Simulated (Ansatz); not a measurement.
# 1T-PtSe2 bilayer (AB) in a perpendicular field, part 3 of 3

What dipole does a perpendicular field induce in the 1T-PtSe2 bilayer (AB), and does the gap follow? A positive field points along +c.

Ansatz 0.2.0; plane-wave DFT, PBE-D3(BJ), Ansatz PAW.

So far, gap along the path (eV): step 3 (single point, field 0, start network) 0.661; step 7 (field -0.1 V/Å) 0.660; step 8 (field 0.2 V/Å) 0.658; step 9 (field -0.2 V/Å) 0.658; step 10 (field 0.3 V/Å) 0.651.

## Step 11: Atoms held, field -0.3 V/Å

The input, input.yaml:

```yaml
crystal:
  lattice:
    - [3.7077518621, 0.0, 0.0]
    - [-1.8538759311, 3.2110073035, 0.0]
    - [0.0, 0.0, 26.217482297]
  atoms:
    - { symbol: Se, position: [0.6666666667, 0.3333333333, 0.3432823907] }
    - { symbol: Pt, position: [0.0, 0.0, 0.3939086689] }
    - { symbol: Se, position: [0.3333333333, 0.6666666667, 0.4442273872] }
    - { symbol: Se, position: [0.0, 0.0, 0.5557726128] }
    - { symbol: Pt, position: [0.3333333333, 0.6666666667, 0.6060913311] }
    - { symbol: Se, position: [0.6666666667, 0.3333333333, 0.6567176093] }
kpoints:
  mp_grid: { grid: [12, 12, 1] }
  band_path:
    path: [[0, 0, 0], [0.5, 0, 0], [0.33333333, 0.33333333, 0], [0, 0, 0]]
    npoints: 16
hamiltonian:
  xc: pbe
  dispersion: d3bj
scf:
  occupations: { method: fermi_dirac, width: 0.02585 }
  convergence: { dr2_threshold: 1.0e-10 }
efield:
  axis: 3
  dipole_correction: true
  ramp_position: 0.9553
  ramp_width: 0.0894
  amplitude: -0.3
output:
  write_potential: true
  write_density: true
  volumetric_format: npy
```

On the command line:

```sh
$ ansatz run input.yaml --threads 4 --pin off --max-ram 8192MiB --backend cpu --events-out ev --progress --plain --runs-dir out
```

Numbers of over 12 decimals in the logs are rounded to 6 here.

Output:

```text
[...]
Crystal: 6 atoms, lattice volume = 312.135 Å³
Basis set: ecut = 420 eV, 6135 PW (Γ)
Bands: 60, of which v1, the nominal top of the filled ones, is band 50 counted from 1 (49 counted from 0)
Symmetry: 6 space group operations
k-points: 19 of 144 (time reversal used)
[...]
k-point 0: bands = [... 46 lower, 1.1739, 1.3735, 1.3735, 1.4649, 4.1464, 4.1464, 4.3386, 4.3386, ... 6 higher]
  k-point 1: bands = [... 46 lower, 1.1753, 1.2602, 1.3811, 1.7522, 3.6435, 3.8654, 4.0210, 4.2376, ... 6 higher]
  k-point 2: bands = [... 46 lower, 1.1001, 1.1551, 1.3172, 1.7344, 2.8637, 3.1895, 3.7960, 4.0522, ... 6 higher]
  k-point 18: bands = [... 46 lower, 0.2083, 0.2955, 0.3972, 0.4133, 2.6853, 2.9734, 3.1311, 3.4269, ... 6 higher]
[key lines of the parts left out:]
SCF converged after 17 iterations
Free energy (F): -46926.856711 eV
Fermi energy:    2.152419 eV
Dipole field:    D = -0.115180 V/Å  (p = -0.198682 e·Å, saw-weighted, corrected)
```

Run time: 15 s. Hardware: 4 threads of Intel Xeon Platinum 8488C (Sapphire Rapids), shared host; peak memory 1 GiB.

The dipole is -0.199 e·Å, and the gap 0.651 eV.

## Step 12: Atoms held, field 0.4 V/Å

Changes to input.yaml since step 11:

```diff
@@ -26,5 +26,5 @@
   dipole_correction: true
-  ramp_position: 0.9553
-  ramp_width: 0.0894
-  amplitude: -0.3
+  ramp_position: 0.9199
+  ramp_width: 0.1602
+  amplitude: 0.4
 output:
```

Output:

```text
[...]
Crystal: 6 atoms, lattice volume = 312.135 Å³
Basis set: ecut = 420 eV, 6135 PW (Γ)
Bands: 60, of which v1, the nominal top of the filled ones, is band 50 counted from 1 (49 counted from 0)
Symmetry: 6 space group operations
k-points: 19 of 144 (time reversal used)
[...]
k-point 0: bands = [... 46 lower, 1.1524, 1.3878, 1.3878, 1.4643, 4.1242, 4.1242, 4.3538, 4.3538, ... 6 higher]
  k-point 1: bands = [... 46 lower, 1.1543, 1.2741, 1.3949, 1.7510, 3.6230, 3.8787, 4.0007, 4.2511, ... 6 higher]
  k-point 2: bands = [... 46 lower, 1.0801, 1.1794, 1.3301, 1.7323, 2.8496, 3.1970, 3.7779, 4.0633, ... 6 higher]
  k-point 18: bands = [... 46 lower, 0.1822, 0.2730, 0.4163, 0.4295, 2.6766, 2.9439, 3.1535, 3.4285, ... 6 higher]
[key lines of the parts left out:]
SCF converged after 16 iterations
Free energy (F): -46926.879896 eV
Fermi energy:    2.146783 eV
Dipole field:    D = 0.153648 V/Å  (p = 0.265039 e·Å, saw-weighted, corrected)
```

Wall time 15 s (4 threads); peak memory 0.97 GiB; 57 s of CPU time.

The dipole is 0.265 e·Å, and the gap 0.643 eV.

## Step 13: Atoms held, field -0.4 V/Å

Changes to input.yaml since step 12:

```diff
@@ -28,3 +28,3 @@
   ramp_width: 0.1602
-  amplitude: 0.4
+  amplitude: -0.4
 output:
```

Output:

```text
[...]
Crystal: 6 atoms, lattice volume = 312.135 Å³
Basis set: ecut = 420 eV, 6135 PW (Γ)
Bands: 60, of which v1, the nominal top of the filled ones, is band 50 counted from 1 (49 counted from 0)
Symmetry: 6 space group operations
k-points: 19 of 144 (time reversal used)
[...]
k-point 0: bands = [... 46 lower, 1.1524, 1.3878, 1.3878, 1.4643, 4.1242, 4.1242, 4.3538, 4.3538, ... 6 higher]
  k-point 1: bands = [... 46 lower, 1.1543, 1.2741, 1.3949, 1.7510, 3.6230, 3.8787, 4.0007, 4.2511, ... 6 higher]
  k-point 2: bands = [... 46 lower, 1.0801, 1.1794, 1.3301, 1.7323, 2.8496, 3.1970, 3.7779, 4.0633, ... 6 higher]
  k-point 18: bands = [... 46 lower, 0.1822, 0.2730, 0.4163, 0.4295, 2.6766, 2.9439, 3.1535, 3.4285, ... 6 higher]
[key lines of the parts left out:]
SCF converged after 16 iterations
Free energy (F): -46926.879896 eV
Fermi energy:    2.146784 eV
Dipole field:    D = -0.153648 V/Å  (p = -0.265039 e·Å, saw-weighted, corrected)
```

It took 15 s on 4 threads; peak memory 1 GiB; 57 s of CPU time.

The dipole is -0.265 e·Å, and the gap 0.643 eV.

## Step 14: Response, atoms held

This step: plane-wave DFT, PBE-D3(BJ), Ansatz PAW; response to a field along the normal, atoms held (Ansatz 0.2.0).

The dipoles give the slope, and the difference of two potentials shows where the field is screened.

Numbers from this step:

```
equivalent conductor thickness p/(ε₀AE) : 10.06 Å
distance between the outer atoms        : 8.217 Å
```

The dipole of the cell by applied field:

| applied field (V/Å) | dipole of the cell (e·Å) |
| --- | --- |
| -0.400 | -0.265 |
| -0.300 | -0.199 |
| -0.200 | -0.132 |
| -0.100 | -0.0662 |
| -0.050 | -0.0331 |
| 0.000 | 4.8e-7 |
| 0.050 | 0.0331 |
| 0.100 | 0.0662 |
| 0.200 | 0.132 |
| 0.300 | 0.199 |
| 0.400 | 0.265 |

Local field over the applied field, running mean. From the potentials at -0.05 and 0.05 V/Å; running mean over 2.8 Å. Local field over applied field against z:

z (Å), local field over applied field and a bar:
```
      4.5      0.997 ##############################
      5.0      0.993 ##############################
      5.5      0.980 #############################
      6.0      0.950 #############################
      6.5      0.884 ###########################
      7.0      0.770 #######################
      7.5      0.620 ###################
      8.0      0.457 ##############
      8.5      0.295 #########
      9.0      0.159 #####
      9.5      0.067 ##
     10.0      0.022 
     10.5      0.011 
     11.0      0.029 #
     11.5      0.065 ##
     12.0      0.107 ###
     12.5      0.141 ####
     13.0      0.157 ####
     13.5      0.151 ####
     14.0      0.124 ###
     14.5      0.084 ##
     15.0      0.043 #
     15.5      0.016 
     16.0      0.013 
     16.5      0.042 #
     17.0      0.113 ###
     17.5      0.232 #######
     18.0      0.385 ###########
     18.5      0.550 ################
     19.0      0.707 #####################
     19.5      0.840 #########################
     20.0      0.927 ############################
     20.5      0.970 #############################
     21.0      0.989 ##############################
     21.5      0.996 ##############################
     22.0      0.999 ##############################
```

Electrons, planar mean, per unit field. Induced electron density against z:

z (Å), induced electron density (e/Å³ per V/Å) and a bar from the least value:
```
      4.5    0.00001 ##############
      5.0    0.00003 ###############
      5.5    0.00008 ###############
      6.0    0.00021 ###############
      6.5    0.00053 #################
      7.0    0.00123 ####################
      7.5    0.00251 ##########################
      8.0    0.00332 ##############################
      8.5    0.00182 #######################
      9.0    0.00107 ###################
      9.5    0.00040 ################
     10.0   -0.00018 ##############
     10.5   -0.00003 ##############
     11.0    0.00006 ###############
     11.5   -0.00059 ############
     12.0   -0.00085 ##########
     12.5   -0.00104 ##########
     13.0   -0.00028 #############
     13.5    0.00088 ###################
     14.0    0.00090 ###################
     14.5    0.00079 ##################
     15.0    0.00026 ################
     15.5   -0.00012 ##############
     16.0   -0.00003 ##############
     16.5    0.00009 ###############
     17.0   -0.00081 ###########
     17.5   -0.00137 ########
     18.0   -0.00283 #
     18.5   -0.00307 
     19.0   -0.00173 ######
     19.5   -0.00077 ###########
     20.0   -0.00031 #############
     20.5   -0.00012 ##############
     21.0   -0.00004 ##############
     21.5   -0.00002 ##############
     22.0   -0.00001 ##############
```

The smaller of the gaps on the path and on the k-mesh, counted as 0 under 0.03 eV. Gap against applied field:

| applied field (V/Å) | gap (eV) |
| --- | --- |
| -0.400 | 0.643 |
| -0.300 | 0.651 |
| -0.200 | 0.658 |
| -0.100 | 0.660 |
| -0.050 | 0.661 |
| 0.000 | 0.661 |
| 0.050 | 0.661 |
| 0.100 | 0.660 |
| 0.200 | 0.658 |
| 0.300 | 0.651 |
| 0.400 | 0.643 |

By hand: between -0.05 and 0.05 V/Å the dipole changes by 0.06618 e·Å, a slope of 0.6618 e·Å²/V. A perfect conductor of thickness t has p = ε₀AEt, so t = 180.95 × 0.6618 / 11.906 = 10.06 Å (e/ε₀ = 180.95 V·Å, A in Å²).

The induced dipole is that of a conductor 10.06 Å thick.

## Step 15: Results

| Quantity | Value |
| --- | --- |
| gap without field | 0.661 eV |
| ionisation energy, upper face | 5.13 eV |
| electron affinity, upper face | 4.47 eV |
| equivalent conductor thickness, atoms held | 10.1 Å |

**Reading.** The induced dipole equals that of a perfect conductor 10.06 Å thick, while the outer atoms lie 8.22 Å apart; an out-of-plane ε follows only once a thickness t is chosen, by 1 − 1/ε = 10.06 Å / t. The gap goes from 0.66 eV to 0.64 eV at -0.4 V/Å. Semilocal functionals give gaps that are too small, and excitons are not included. Spin-orbit coupling is left out, which matters for the bands of elements this heavy.

[Logs are printed without paths, hosts, clocks, repeated set-up lines and the standing remarks that a program may print on its own settings, such as how far it seeks lower states.]

[Hosts, paths, dates, database ids (printed as entryN), source tags and the programs' standing remarks are cut or masked in the printed files.]

[Maps of the electrostatic potential energy from Ansatz leave out the sawtooth potential of an applied field or a dipole correction, so their vacuum need not be flat; planar profiles and work functions include it.]
